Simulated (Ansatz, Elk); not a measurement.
# CuRe: X-ray structure factors from the self-consistent density, part 2 of 2

Structure refinements treat a crystal as free atoms side by side. For a made-up structure of CuRe (cell and positions from a PBE relaxation) the runs below show what the calculated density changes in F(hkl).

Elk 11.2.3 (patched build); all-electron DFT.

So far: Set-up; Ground state and structure factors; The highest occupied states alone; Another try.

The structure was built from a prototype and need not be the compound's stable phase.

### 5. Another functional

Level of this step: DFT, LDA (Perdew-Wang), all-electron APW+lo, Dirac cores, scalar-relativistic bands, static density, no spin (Elk).

The difference from free atoms is small, so it is set against the change that LDA (Perdew-Wang) makes.

elk.in reads:

```
tasks
  0
  195

xctype
  3

spinpol
  .false.

rgkmax
  7.0

gmaxvr
  14.0

lmaxo
  7

lmaxapw
  8

swidth
  0.002

tshift
  .false.

ramdisk
  .false.

hmaxvr
  5.5

maxscl
  120

epspot
  1e-06

sppath
  './'

avec
  5.04959245458 0.00000000000 0.00000000000
  -2.52479622729 4.37307534442 0.00000000000
  0.00000000000 0.00000000000 8.39720868826

atoms
  2
  'Re.in'
  1
  -0.0000000000 -0.0000000000 0.5000000000   0.000000 0.000000 0.000000
  'Cu.in'
  1
  0.6666666667 0.3333333333 0.0000000000   0.000000 0.000000 0.000000

ngridk
  10 10 5
```

Launch:

```console
$ OMP_NUM_THREADS=4 elk
```

Numbers of over 12 decimals in the logs are rounded to 6 here.

The program printed:

```text
┌─────────────────────────┐
│ Elk code version 11.2.3 │
└─────────────────────────┘

All units are atomic (Hartree, Bohr, etc.)

┌─────────────────────────────────────────────────┐
│ Ground-state run starting from atomic densities │
└─────────────────────────────────────────────────┘

Lattice vectors :
   5.049592455       0.000000000       0.000000000
  -2.524796227       4.373075344       0.000000000
   0.000000000       0.000000000       8.397208688

Reciprocal lattice vectors :
   1.244295528      0.7183943578      -0.000000000
[...]
interstitial                :    2.423764011
 muffin-tins (core leakage)
  species : 1 (Re)
   atom 1                    :    73.23375475     ( -0.4422154625E-05)
  species : 2 (Cu)
   atom 1                    :    28.34248124     (  0.1621672870E-03)
 total in muffin-tins        :    101.5762360
 total calculated charge     :    103.9978888
 total charge                :    104.0000000
 error                       :   0.2111150277E-02

┌──────────────────────────────┐
│ Self-consistent loop stopped │
└──────────────────────────────┘

Warning : core states of species 2 leak from the muffin-tin :   0.1621672870E-03

Wrote STATE.OUT
[key lines of the parts left out:]
total energy                :     -18360.848753964
```

Wall time 12 s (4 threads of Arm Neoverse V2, shared host); peak memory 0.16 GiB.

Against the first run R = 0.01 %; the largest change is -0.029 at 110.

### 6. Basis size

A smaller basis shows how fast F responds to it; the change is likely larger than the basis error of the first run, but doesn't show convergence.

elk.in: that of step 5 with these lines changed.

```diff
@@ -5,3 +5,3 @@
 xctype
-  3
+  20
 
@@ -11,3 +11,3 @@
 rgkmax
-  7.0
+  5.5
```

Launch:

```console
$ OMP_NUM_THREADS=4 elk
```

The program printed:

```text
┌─────────────────────────┐
│ Elk code version 11.2.3 │
└─────────────────────────┘

All units are atomic (Hartree, Bohr, etc.)

┌─────────────────────────────────────────────────┐
│ Ground-state run starting from atomic densities │
└─────────────────────────────────────────────────┘

Lattice vectors :
   5.049592455       0.000000000       0.000000000
  -2.524796227       4.373075344       0.000000000
   0.000000000       0.000000000       8.397208688

Reciprocal lattice vectors :
   1.244295528      0.7183943578      -0.000000000
[...]
interstitial                :    2.564344191
 muffin-tins (core leakage)
  species : 1 (Re)
   atom 1                    :    73.14529568     (  0.2067972105E-06)
  species : 2 (Cu)
   atom 1                    :    28.29036013     (  0.1579955501E-03)
 total in muffin-tins        :    101.4356558
 total calculated charge     :    103.9986730
 total charge                :    104.0000000
 error                       :   0.1327048792E-02

┌──────────────────────────────┐
│ Self-consistent loop stopped │
└──────────────────────────────┘

Warning : core states of species 2 leak from the muffin-tin :   0.1579955501E-03

Wrote STATE.OUT
[key lines of the parts left out:]
total energy                :     -18372.921117772
```

It took 17 s on 4 threads; peak memory 0.17 GiB; 57 s of CPU time.

Against the first run R = 0.02 %; the largest change is +0.078 at 110.

### 7. A coarser k-mesh

About half the k-points along each axis test the sampling.

elk.in: that of step 6 with these lines changed.

```diff
@@ -11,3 +11,3 @@
 rgkmax
-  5.5
+  7.0
 
@@ -58,2 +58,2 @@
 ngridk
-  10 10 5
+  5 5 2
```

Launch:

```console
$ OMP_NUM_THREADS=4 elk
```

The program printed:

```text
┌─────────────────────────┐
│ Elk code version 11.2.3 │
└─────────────────────────┘

All units are atomic (Hartree, Bohr, etc.)

┌─────────────────────────────────────────────────┐
│ Ground-state run starting from atomic densities │
└─────────────────────────────────────────────────┘

Lattice vectors :
   5.049592455       0.000000000       0.000000000
  -2.524796227       4.373075344       0.000000000
   0.000000000       0.000000000       8.397208688

Reciprocal lattice vectors :
   1.244295528      0.7183943578      -0.000000000
[...]
interstitial                :    2.458011662
 muffin-tins (core leakage)
  species : 1 (Re)
   atom 1                    :    73.22028790     (  0.2069092986E-06)
  species : 2 (Cu)
   atom 1                    :    28.32170044     (  0.1577442092E-03)
 total in muffin-tins        :    101.5419883
 total calculated charge     :    103.9978322
 total charge                :    104.0000000
 error                       :   0.2167796627E-02

┌──────────────────────────────┐
│ Self-consistent loop stopped │
└──────────────────────────────┘

Warning : core states of species 2 leak from the muffin-tin :   0.1577442092E-03

Wrote STATE.OUT
[key lines of the parts left out:]
total energy                :     -18373.008790594
```

The job ended after 8.8 s (4 threads; peak memory 0.16 GiB).

Against the first run R = 0.01 %; the largest change is -0.066 at 002.

### 8. Settings against the effect

```
              run  R against the first run (%)  R against neutral atoms, low angle (%)  wall time
    PBE, rgkmax 7                         0.00                                    0.58       19 s
LDA (Perdew-Wang)                         0.01                                    0.58       12 s
       rgkmax 5.5                         0.02                                    0.62       17 s
     k-mesh 5×5×2                         0.01                                    0.59      8.8 s
```

### 9. Results

- R against neutral atoms, sin θ/λ < 0.3 Å⁻¹: 0.58 %
- R against neutral atoms, 0.3 to 0.82 Å⁻¹: 0.17 %

In words: Independent neutral atoms miss the calculated amplitudes by R = 0.58 % below 0.3 Å⁻¹ and 0.17 % from there to 0.82 Å⁻¹; by shells, 0.47 % below 0.15 Å⁻¹ (1 form), 0.59 % 0.15 to 0.3 (3 forms), 0.13 % 0.3 to 0.45 (8 forms), 0.18 % above 0.45 (35 forms). Bonding, aspherical density and the tables' own atoms all enter these figures, and the runs don't part them. The largest change of an amplitude is -0.52 electrons, at 101. R counts amplitudes alone; phases shift too. The window's part falls from 18.0 electrons at the origin to at most 2.69 between 0.45 and 0.82 Å⁻¹, where compact states inside the window still scatter. Below 0.3 Å⁻¹ the changes that finished (LDA (Perdew-Wang), rgkmax 5.5 and k-mesh 5×5×2) move F by R = 0.04 % at most, against the 0.58 % that separates it from free atoms. These runs have no spin, though d or f shells may be open. Spin-orbit coupling is left out, which can matter for elements this heavy. Part of the difference isn't bonding: the tables are fits to free atoms and ions calculated by other methods than this functional. Thermal motion, anomalous dispersion and extinction are left out.

[Logs are printed without paths, hosts, clocks, repeated set-up lines and the standing remarks that a program may print on its own settings, such as how far it seeks lower states.]

[Hosts, paths, dates, database ids (printed as entryN), source tags and the programs' standing remarks are cut or masked in the printed files.]
